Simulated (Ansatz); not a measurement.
**Moving the knobs of a GW run on Be3N2 (P6_3/mmc)**

A base run on Be3N2 (P6_3/mmc), then changed inputs.

Main program and level: Ansatz 0.2.0; G0W0 on LDA, plane waves, PAW; PAW set soft_1.

## (1) The structure

The structure is hexagonal, space group P6_3/mmc (No. 194). Conventional cell: a = 2.842 Å, b = 2.842 Å, c = 9.747 Å, α = 90.00°, β = 90.00°, γ = 120.00°. Be has 4 N at 1.67 to 1.81 Å nearest. Nearest to Be lie 3 N at 1.64 Å. N has 6 Be at 1.81 Å nearest. Nearest to N lie 5 Be at 1.64 to 1.67 Å. Farther neighbours and most contacts between anions are not listed.

As a file:

```xyz
10
Lattice="2.8417 0.0000 0.0000 -1.4208 2.4610 0.0000 0.0000 0.0000 9.7468" Properties=species:S:1:pos:R:3 pbc="T T T"
Be    0.0000    1.6406    0.7650
Be    1.4208    0.8203    5.6384
Be    1.4208    0.8203    8.9819
Be    0.0000    1.6406    4.1084
Be    0.0000    0.0000    2.4367
Be    0.0000    0.0000    7.3101
N     0.0000    0.0000    0.0000
N     0.0000    0.0000    4.8734
N     0.0000    1.6406    2.4367
N     1.4208    0.8203    7.3101
```

The cell and positions are those that the Materials Project relaxed with its own functionals (PBE, PBE+U or r2SCAN), kept fixed.

## (2) The base run: 6×6×2 mesh, 173 empty bands, screening to 108 eV, plasmon pole, PAW set soft_1 files

G0W0 replaces the xc potential by the self-energy, built once from these orbitals. Only a window of levels is corrected, while the sums run over the empty bands that the input names. This step takes PAW set soft_1 files.

input.yaml

```yaml
crystal:
  lattice:
    - [2.8416792263, 0.0, 0.0]
    - [-1.4208396132, 2.4609663994, 0.0]
    - [0.0, 0.0, 9.74684101]
  atoms:
    - { symbol: Be, position: [0.33333333, 0.66666667, 0.07848597] }
    - { symbol: Be, position: [0.66666667, 0.33333333, 0.57848597] }
    - { symbol: Be, position: [0.66666667, 0.33333333, 0.92151403] }
    - { symbol: Be, position: [0.33333333, 0.66666667, 0.42151403] }
    - { symbol: Be, position: [0.0, 0.0, 0.25] }
    - { symbol: Be, position: [0.0, 0.0, 0.75] }
    - { symbol: "N", position: [0.0, 0.0, 0.0] }
    - { symbol: "N", position: [0.0, 0.0, 0.5] }
    - { symbol: "N", position: [0.33333333, 0.66666667, 0.25] }
    - { symbol: "N", position: [0.66666667, 0.33333333, 0.75] }
kpoints:
  mp_grid: { grid: [6, 6, 2] }
hamiltonian:
  xc: lda
  pseudopotentials: { kind: paw, azcp: { folder: soft_1 }, xc_functional: pbe }
scf:
  occupations: { method: fixed }
gw:
  n_empty_bands: 173
  ecut_chi: 108
  qp_bands: [v3, c3]
  qp_kpoints: band_edges
  screening: { model: godby_needs }
```

Launch:

```sh
> ansatz run input.yaml --threads 3 --pin off --max-ram 92160MiB --backend cuda --events-out ev --progress --plain --runs-dir out --devices 1 --max-vram 13GiB
```

Numbers of over 12 decimals in the logs are rounded to 6 here.

Log:

```text
GPUs: using 1 of 1 available (devices: 1).
Engine: ansatz 0.2.0, x86_64-unknown-linux-gnu
Pseudopotentials: kind: paw
Pseudopotential: Be, paw, valence charge 2, recommended cutoff 420 eV (normal), soft_1/Be.paw.azcp
Pseudopotential: N, paw, valence charge 5, recommended cutoff 420 eV (normal), soft_1/N.paw.azcp
Functional definition: SPW92
  exchange = slater_x
  correlation = pw_c
device memory: the entry about to start is reckoned to put 0.7 GiB on a device that reports 45.6 GiB free (of which the cap on the GPU budget leaves the run 13.0 GiB)
GPU FFT provider: cuFFT
GPU libraries: cuBLAS 13.8.2, cuFFT 12.4.0, cuSOLVER 12.3.4
Crystal: 10 atoms, lattice volume = 68.162 Å³
Basis set: ecut = 420 eV, 1329 PW (Γ)
Bands: 26, of which v1, the nominal top of the filled ones, is band 16 counted from 1 (15 counted from 0)
Symmetry: 24 space group operations
Space group: P63/mmc (ITA 194), of the structure as read, at distance tolerance 4.1e-5 Å
k-points: 14 of 72
Non-local potential: Be, projectors of the file, l = 0: 2, l = 1: 2, l = 2: 1
Non-local potential: N, projectors of the file, l = 0: 2, l = 1: 2, l = 2: 1
PAW form: soft (Blöchl's): semilocal exchange-correlation on the pseudo side does not see the compensation charge
PAW frozen core: Be, regenerated for the run's functional, and the local potential with it (the file was generated under x = pbe(κ = 0.804, μ = 0.219515), c = pbe(β = 0.066725))
PAW frozen core: N, regenerated for the run's functional, and the local potential with it (the file was generated under x = pbe(κ = 0.804, μ = 0.219515), c = pbe(β = 0.066725))
PAW one-centre angular grid: Be, 110 points (default); XC on 64 Gauss nodes
PAW one-centre angular grid: N, 110 points (default); XC on 64 Gauss nodes
Initial density: superposition of atomic densities (chi_scale 0.1, normalization cell, long waves kept (reshape's long-wave potential 0.01 eV rms))
Initial wavefunctions: pseudopotential atomic-orbital guess
GPU buffer pool allocated for 28800 grid points (all kernels)
GPU transforms: local potential and band sums: pruned to the plane-wave sphere, on 20×20×72
Functional: x = slater, c = lda
SCF iter   1: F=—  HF=-2040.461576 eV  |F-HF|=—  |Δ(HF+E_count)|=         —  Δρ=1.22e-1  dr2=1.15e1  ethr=3.10e-3  ⟨swp⟩=4.0  Hψ=1538  notcnv=0  defer=100
preconditioner: auto → none  [insulator: Δε(μ)=4.831 eV  Ē_g=15.801 eV  n_scr=6 (ndim 8)  ℏωp=25.4 eV  f_vac=0.000  ε∞_Penn≈3.6]
SCF iter   2: F=—  HF=-2037.199617 eV  |F-HF|=—  |Δ(HF+E_count)|=    3.26e0  Δρ=6.33e-2  dr2=1.62e0  ethr=3.10e-3  ⟨swp⟩=3.0  Hψ=877  notcnv=0  defer=100
SCF iter   3: F=—  HF=-2036.763917 eV  |F-HF|=—  |Δ(HF+E_count)|=   4.36e-1  Δρ=2.01e-2  dr2=1.65e-1  ethr=3.10e-3  ⟨swp⟩=2.1  Hψ=681  notcnv=0  defer=105
[...]
E_vxc        = -430.192010  (∫ρ·V_xc dr)
  E_paw        = -804.293325  (= ΣΔE_a)
  E_vpaw       = -96.461586  (= ΣTr[D̂ρ^β])
  E_aug_tail   = 0.003385  (compensation charges beyond the density's cutoff)
  E_ewald      = -1190.027271
  E_core_change = 0.501899  (= ΣΔE_core)
  E_smearing   = -0.000000  (= −TS)
  E_closure    = 0.000000  (closes the sum)
  Σ components = -2036.732270   (vs F -2036.732270, Δ=0.00e0)
--- Band table (eV; the first three rows and the last of 14) ---
  k-point 0: bands = [... 12 lower, 7.1846, 7.2861, 7.6785, 7.6785, 13.8971, 14.8229, 15.3851, 15.9181, ... 6 higher]
  k-point 1: bands = [... 12 lower, 7.4856, 7.4856, 7.4856, 7.4856, 14.5199, 14.5199, 15.7075, 15.7075, ... 6 higher]
  k-point 2: bands = [... 12 lower, 6.5929, 6.6739, 7.0892, 7.3122, 14.6381, 14.7107, 15.3460, 15.6634, ... 6 higher]
  k-point 13: bands = [... 12 lower, 4.6712, 4.6712, 6.0346, 6.0346, 13.6109, 13.6109, 14.2840, 14.2840, ... 6 higher]
--- G₀W₀: ω_p = 25.4425 eV, 72 q-points, 173 empty bands' worth ---
  eigenvalues of the whole cell's RPA ε∞ on this k-mesh (on a slab, of 1 + 4πα/V) = 4.3557, 4.3557, 5.3038; static W/v taken at q = 0 is 0.217331
  GN-PPA: 859094/2171039 pairs with Re ω̃² < 0 across q-mesh
  bands read: the sum over 189 bands ends inside a degenerate multiplet in 7 slots, whose members it reads at an even weight; the widest, k=1: bands 189 to 192 (counted from 1) at 1/4 each
  gw.qp_kpoints: band_edges: 11 of 14 stored k-points solved, in 1 pass; an edge of the gap read off the rows below is read off those points alone
    valence top: of the k-points left out ik 9 came nearest to being solved in a further pass, in band 15 (counted from 1, as in the quasiparticle table): it holds the edge there only if its correction is more favourable than any solved in that band by at least 0.903 eV; those differ by 0.387 eV
    conduction bottom: of the k-points left out ik 11 came nearest to being solved in a further pass, in band 17 (counted from 1, as in the quasiparticle table): it holds the edge there only if its correction is more favourable than any solved in that band by at least 2.235 eV; those differ by 0.303 eV
    ik  band        ε_KS         Σx   Σc(E_QP)       V_xc       Z   E_QP_lin       E_QP  E_QP is
     0    14      7.2861   -21.6202     3.1080   -18.0892  0.8024     6.8622     6.8631  root
     0    15      7.6785   -22.2201     3.2624   -18.4987  0.8048     7.2186     7.2196  root
     0    16      7.6785   -22.2201     3.2624   -18.4987  0.8048     7.2186     7.2196  root
     0    17     13.8971    -9.5713    -4.6645   -15.2706  0.8217    14.9358    14.9320  root
     0    18     14.8229    -9.2046    -5.0376   -15.4584  0.8169    16.0470    16.0392  root
     0    19     15.3851    -7.7954    -4.9093   -13.9551  0.8278    16.6437    16.6354  root
     1    14      7.4856   -22.0808     3.3045   -18.2846  0.8048     6.9928     6.9940  root
     1    15      7.4856   -22.0808     3.3045   -18.2846  0.8048     6.9928     6.9940  root
[...]
13    16      6.0346   -20.8721     3.3494   -16.8637  0.8008     5.3734     5.3756  root
    13    17     13.6109    -6.3193    -4.4669   -11.8127  0.8369    14.6424    14.6375  root
    13    18     13.6109    -6.3193    -4.4669   -11.8127  0.8369    14.6424    14.6375  root
    13    19     14.2840    -7.3189    -4.7332   -13.3583  0.8266    15.5986    15.5902  root
[key lines of the parts left out:]
SCF converged after 9 iterations
Free energy (F): -2036.732270 eV
Fermi energy:    7.678545 eV
```

Run time: 17 s. Hardware: 1 × NVIDIA H100 80GB HBM3 (shared by 6 runs) with 3 threads of AMD EPYC 7R13 (Zen 3), shared host; peak memory 1.3 GiB.

This step gave:

* bands summed: 189
* plasmon-pole fit frequency: 25.44 eV
* RPA ε∞ on this mesh (eigenvalues): 4.356, 4.356, 5.304
* plane waves in the screening matrix: 191
* q-points in the mesh: 72
* G0W0 gap on the mesh: 4.645 eV
* k of the valence top: 0, 0, 0
* k of the conduction bottom: 0, -0.5, 0
* starting gap on the mesh: 3.261 eV
* Z at the valence top: 0.8048
* Z at the conduction bottom: 0.8403
* least direct G0W0 gap on the computed points: 6.187 eV

The gap on the mesh goes from 3.26 eV to 4.64 eV, a correction of +1.38 eV. Between the two edge states, bare exchange in place of the xc potential would open the gap by 8.69 eV, and correlation takes back 7.31 eV.

## (3) Variant: plasmon pole at a typed frequency

Changes to input.yaml since step 2:

```diff
@@ -24,4 +24,4 @@
 gw:
-  n_empty_bands: 173
-  ecut_chi: 108
+  n_empty_bands: 154
+  ecut_chi: 100
   qp_bands: [v3, c3]
@@ -29 +29,2 @@
   screening: { model: godby_needs }
+  plasmon_pole_fit_frequency: 10
```

Log:

```text
GPUs: using 1 of 1 available (devices: 1).
[...]
GPU FFT provider: cuFFT
GPU libraries: cuBLAS 13.8.2, cuFFT 12.4.0, cuSOLVER 12.3.4
Crystal: 10 atoms, lattice volume = 68.162 Å³
Basis set: ecut = 420 eV, 1329 PW (Γ)
Bands: 26, of which v1, the nominal top of the filled ones, is band 16 counted from 1 (15 counted from 0)
[... 1 set-up line as in the run before ...]
[...]
k-points: 14 of 72
[...]
GPU buffer pool allocated for 28800 grid points (all kernels)
[...]
SCF iter   1: F=—  HF=-2040.461576 eV  |F-HF|=—  |Δ(HF+E_count)|=         —  Δρ=1.22e-1  dr2=1.15e1  ethr=3.10e-3  ⟨swp⟩=4.0  Hψ=1538  notcnv=0  defer=100
[...]
SCF iter   9: F=-2036.732270 eV  HF=-2036.732270 eV  |F-HF|=8.34e-11  |Δ(HF+E_count)|=   3.82e-8  Δρ=5.41e-7  dr2=1.44e-10  ethr=3.13e-10  ⟨swp⟩=8.3  Hψ=1515  notcnv=0
SCF 1 converged in 9 iterations: F = -2036.732270 eV  dr2 = 1.44e-10
[...]
NSCF: frozen V_eff on 14 k-points, pencils in batches of 32, up to order 104
[...]
NSCF: frozen V_eff on 14 k-points
G₀W₀ screening: q 1/14
[... further progress lines ...]
SCF converged after 9 iterations
Free energy (F): -2036.732270 eV
[...]
Internal energy: -2036.732270 eV  (E = F + TS)
E sigma→0 (E₀):  -2036.732270 eV
Fermi energy:    7.678545 eV
[...]
--- Band table (eV; the first three rows and the last of 14) ---
  k-point 0: bands = [... 12 lower, 7.1846, 7.2861, 7.6785, 7.6785, 13.8971, 14.8229, 15.3851, 15.9181, ... 6 higher]
  k-point 1: bands = [... 12 lower, 7.4856, 7.4856, 7.4856, 7.4856, 14.5199, 14.5199, 15.7075, 15.7075, ... 6 higher]
  k-point 2: bands = [... 12 lower, 6.5929, 6.6739, 7.0892, 7.3122, 14.6381, 14.7107, 15.3460, 15.6634, ... 6 higher]
  k-point 13: bands = [... 12 lower, 4.6712, 4.6712, 6.0346, 6.0346, 13.6109, 13.6109, 14.2840, 14.2840, ... 6 higher]
--- G₀W₀: ω_p = 10.0000 eV, 72 q-points, 154 empty bands' worth ---
[...]
GN-PPA: 594212/1703197 pairs with Re ω̃² < 0 across q-mesh
[...]
0    14      7.2861   -21.6202     3.2351   -18.0892  0.7892     6.9897     6.9902  root
     0    15      7.6785   -22.2201     3.3849   -18.4987  0.7920     7.3414     7.3421  root
     0    16      7.6785   -22.2201     3.3849   -18.4987  0.7920     7.3414     7.3421  root
     0    17     13.8971    -9.5713    -4.6000   -15.2706  0.8090    15.0039    14.9965  root
     0    18     14.8229    -9.2046    -4.9829   -15.4584  0.8045    16.1049    16.0938  root
     0    19     15.3851    -7.7954    -4.8378   -13.9551  0.8161    16.7185    16.7070  root
     1    14      7.4856   -22.0808     3.4289   -18.2846  0.7918     7.1175     7.1184  root
     1    15      7.4856   -22.0808     3.4289   -18.2846  0.7918     7.1175     7.1184  root
[...]
13    16      6.0346   -20.8721     3.4877   -16.8637  0.7863     5.5119     5.5138  root
    13    17     13.6109    -6.3193    -4.3682   -11.8127  0.8250    14.7437    14.7362  root
    13    18     13.6109    -6.3193    -4.3682   -11.8127  0.8250    14.7437    14.7362  root
    13    19     14.2840    -7.3189    -4.6499   -13.3583  0.8137    15.6856    15.6735  root
```

Run time: 20 s. Hardware: 1 × NVIDIA H100 80GB HBM3 (shared by 6 runs) with 3 threads; peak memory 1.3 GiB.

The G0W0 gap on the mesh is 4.627 eV.

Against the base:

| setting | base | variant |
| --- | --- | --- |
| empty bands | 173 | 154 |
| screening cutoff (eV) | 108 | 100 |
| plasmon pole fit frequency | - | 10 |

| quantity | variant | base |
| --- | --- | --- |
| starting gap on the mesh | 3.261 | 3.261 |
| G0W0 gap on the mesh | 4.627 | 4.645 |
| least direct G0W0 gap on the computed points | 6.158 | 6.187 |
| Z at the valence top | 0.792 | 0.805 |
| Z at the conduction bottom | 0.830 | 0.840 |

## (4) Outcome

| Quantity | Value |
| --- | --- |
| base | 4.64 eV, 17 s |
| plasmon pole at a typed frequency | 4.63 eV, 20 s |

In words: Plasmon pole at a typed frequency: the gap moves by −0.02 eV. The variant differs from the base in empty bands, screening cutoff and plasmon pole fit frequency together, so the change can't be laid to one of them. All runs here use a coarse mesh and modest cutoffs; they test settings and are not final values.

[Paths, hosts, dates, memory and timing lines, banners, echoed tables and standing remarks are left out of the program output.]

[Logs are printed without paths, hosts, clocks, repeated set-up lines and the standing remarks that a program may print on its own settings, such as how far it seeks lower states.]

[Runs of the session that timed out or met a known fault of the program may be left out.]

[Cells called generated may have been cut or substituted from an entry of the Crystallography Open Database or the Materials Project.]

[Hosts, paths, dates, database ids (printed as entryN), source tags and the programs' standing remarks are cut or masked in the printed files.]
